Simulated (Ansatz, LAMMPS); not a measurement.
# Electronic structure of liquid 70B2O3-30CaO (mol %) at 2000 K (299 atoms), part 2 of 2

Wanted: forces, charges and levels of liquid 70B2O3-30CaO (mol %) at 2000 K (299 atoms).

Ansatz 0.2.0; Kohn-Sham DFT, r2SCAN, PAW (set soft_2), plane waves.

The cell: 102 B, 22 Ca and 175 O. The starting topology of bonds comes from the classical model. The Brillouin zone is sampled at Γ only, in a cell whose shortest periodic width is 15 Å.

So far. Step 3 (Plane-wave single point): Mean Löwdin charges: B +0.67, Ca +1.82, O -0.53 e (they miss 0.98 % of the electrons, so they add up to more than the cell's charge).

**4. Structure statistics**

These statistics describe the geometry on which the runs were made.

Density 2.20 g/cm³, 12.09 Å³ an atom.

g(r), total and by pair (bins of 0.2 Å):

```csv
r (Å),total,O-O,O-B,O-Ca,B-B,B-Ca,Ca-Ca
1.20,0.04,0.00,0.10,0.00,0.00,0.00,0.00
1.40,4.12,0.00,10.34,0.00,0.00,0.00,0.00
1.60,0.81,0.00,2.03,0.00,0.00,0.00,0.00
1.80,0.07,0.00,0.18,0.00,0.00,0.00,0.00
2.00,0.03,0.00,0.06,0.09,0.00,0.00,0.00
2.20,0.30,0.48,0.10,1.06,0.05,0.00,0.00
2.40,1.52,3.64,0.12,2.06,0.29,0.22,0.00
2.60,1.06,1.79,0.11,2.23,1.53,0.67,0.00
2.80,0.89,0.63,0.31,1.60,3.18,0.96,0.00
3.00,0.72,0.63,0.51,0.95,0.58,2.99,0.65
3.20,0.91,0.79,0.91,0.94,0.68,2.21,0.00
3.40,1.01,0.74,1.35,0.77,0.60,1.60,0.54
3.60,1.20,0.79,1.67,1.01,0.81,1.44,1.82
3.80,1.34,0.74,2.06,1.01,1.00,1.21,0.00
4.00,1.03,0.90,1.14,0.99,1.00,0.88,2.59
4.20,0.90,1.01,0.72,1.46,0.91,0.62,1.01
4.40,1.02,1.20,0.81,1.35,1.00,0.99,0.92
4.60,1.10,1.42,0.84,0.94,1.19,0.85,1.69
4.80,1.02,1.27,0.83,0.79,1.21,0.72,1.02
5.00,0.99,1.07,0.86,0.97,1.31,0.77,0.48
5.20,0.90,0.87,0.92,0.71,1.13,0.78,0.66
5.40,0.93,0.89,1.04,0.75,0.88,0.81,0.40
5.60,0.93,0.86,1.00,0.91,0.77,1.20,1.13
5.80,1.02,0.87,1.21,0.93,0.77,0.99,1.40
6.00,1.04,0.92,1.18,1.06,0.92,0.94,1.47
6.20,1.03,0.97,1.04,1.19,0.97,1.19,1.54
6.40,0.99,1.02,0.97,0.99,1.06,0.89,0.87
6.60,1.02,1.13,0.89,0.98,1.18,0.94,1.09
```

Bonds by pair of elements; cutoffs follow the first minimum of g(r), held within bounds set by covalent radii, and pairs that aren't listed don't count as bonded:

```csv
pair A-B,cutoff (Å),bonds,mean length (Å),spread (Å),shortest (Å),B about A,A about B
O-B,1.83,323,1.44,0.082,1.28,1.85,3.17
O-Ca,2.93,122,2.55,0.195,2.09,0.697,5.54
```

How many atoms have how many bonded neighbours:

```csv
element,mean,1,2,3,4,5,6,7,8
B,3.17,0,1,83,18,0,0,0,0
Ca,5.54,0,0,2,5,2,6,6,1
O,2.54,5,86,68,16,0,0,0,0
```

Bond angles (no mean is given where the spread exceeds 20°):

```csv
angle,count,mean (°),spread (°)
O-B-O,358,116,9.1
O-Ca-O,300,-,-
B-O-Ca,210,101,18
B-O-B,148,148,14.6
Ca-O-Ca,28,-,-
```

Oxygen atoms by the number of network formers (Si, P, Ge, B, Al, As, Ga) bound to them:

```csv
network formers bound to O,O atoms,per cent
0,0,0
1,27,15.4
2,148,84.6
```

Network units: each former by its oxygen neighbours and how many of them bridge to another former:

```csv
former,O neighbours,bridging O,atoms
B,2,1,1
B,3,1,2
B,3,2,19
B,3,3,62
B,4,2,1
B,4,3,1
B,4,4,16
```

Bond length by coordination (bonds to H left out):

```csv
element,coordination,atoms,mean bond length (Å)
B,2,1,1.40
B,3,83,1.43
B,4,18,1.51
Ca,3,2,2.61
Ca,4,5,2.52
Ca,5,2,2.55
Ca,6,6,2.52
Ca,7,6,2.56
Ca,8,1,2.67
O,1,5,1.45
O,2,86,1.51
O,3,68,1.85
O,4,16,2.07
```

Rings of the network by King's shortest-path rule, up to 12 atoms, one path for each pair of neighbours; H, halogens, alkali and alkaline-earth atoms are left out, and the last column divides by all other atoms, bonded or not:

```csv
ring size (atoms),rings,per network atom
8,1,0.004
10,5,0.018
12,4,0.014
```

First main peaks of g(r), for some of the pairs, lie near 2.4 Å (O-O), 1.4 Å (O-B), 2.5 Å (O-Ca), 2.8 Å (B-B) and 3.1 Å (B-Ca). Counting bonds as in the table, 81 % of B atoms have 3, 27 % of Ca atoms have 6 and as many 7 and 49 % of O atoms have 2 bonded neighbours. The O-B-O angle averages 116° with a spread of 9°. 85 % of the oxygens bridge two formers (B) and 15 % are non-bridging. The commonest B unit has 3 oxygens, 3 of them shared with other formers (62 of 102 atoms). Rings of 10 atoms are the most common (50 % of those counted); sizes run from 8 to 12, where the search stops.

Local excerpt of 16 atoms (numbers count through the whole input) about B45, which has 4 bonded neighbours where the commonest count for B is 3; x, y, z are measured from there.

```csv
atom,x,y,z,distance (Å),bonds,Löwdin charge (e),Fx,Fy,Fz (eV/Å)
B45,0.00,0.00,0.00,0.00,4,0.61,-2.39,6.31,-3.00
O185,0.16,-1.07,0.81,1.35,3,-0.49,0.81,-4.07,1.77
O264,-0.65,1.17,0.68,1.50,2,-0.57,-0.95,0.37,1.61
O198,1.25,0.60,-0.68,1.54,3,-0.61,1.96,-0.43,0.21
O151,-1.01,-0.09,-1.17,1.54,4,-0.75,-1.13,-2.26,-1.27
B99,-0.15,-2.45,0.90,2.61,3,0.72,-1.52,1.08,-0.43
B20,-0.68,2.35,1.53,2.88,4,0.60,2.09,0.82,-2.52
B17,2.70,0.59,-0.98,2.93,4,0.57,-3.45,-1.84,-1.08
Ca124,0.57,0.81,-2.81,2.98,7,1.87,0.35,-0.07,-0.75
B6,-1.97,0.47,-2.52,3.23,4,0.58,2.42,1.71,-0.36
O263,0.65,2.20,2.30,3.25,3,-0.50,2.08,1.65,1.41
O158,-1.46,-2.89,0.58,3.28,3,-0.42,1.68,0.64,0.33
Ca105,2.65,-1.30,1.52,3.32,5,1.81,-0.18,-0.13,0.51
O138,2.92,-1.19,-1.10,3.34,3,-0.66,1.17,-0.44,-0.73
Ca109,-3.03,-1.21,-0.87,3.38,6,1.83,0.57,-0.40,0.78
O209,-1.38,1.84,-2.60,3.47,3,-0.54,0.03,-1.24,0.04
```

The column of bonds counts only the pairs O-B within 1.83 Å, O-Ca within 2.93 Å; other neighbours, such as metal atoms beside each other in a compound, aren't counted, and periodic images can show an atom twice.

**5. What came out**

| Property | Result |
| --- | --- |
| free energy per atom | -520.9737 eV/atom |
| pressure | -13.72 GPa |
| r.m.s. force component | 1.833 eV/Å |
| spacing of highest filled and lowest empty level | 1.133 eV |
| wall time of the 1 DFT run | 4.5 min |

What this shows: The highest filled and lowest empty levels lie 1.13 eV apart (at Γ alone), but 2 levels are partly filled, by over 2 %, under the smearing. Counting bonds as in the table, 81 % of B atoms have 3, 27 % of Ca atoms have 6 and as many 7 and 49 % of O atoms have 2 bonded neighbours. 85 % of the oxygens bridge two formers (B) and 15 % are non-bridging.

What to keep in mind: The force components of 1.8 eV/Å r.m.s. reflect the temperature of the frame as well as the gap between the generating potential and DFT. The stress is far from hydrostatic: its diagonal is -13.2, -12.4, -15.5 GPa, compression counted positive. The classical run held zero pressure, yet DFT finds -14 GPa in this frame, which points to a density or bond lengths far off those of this functional.

[Logs are printed without paths, hosts, clocks, repeated set-up lines and the standing remarks that a program may print on its own settings, such as how far it seeks lower states.]

[Hosts, paths, dates, database ids (printed as entryN), source tags and the programs' standing remarks are cut or masked in the printed files.]
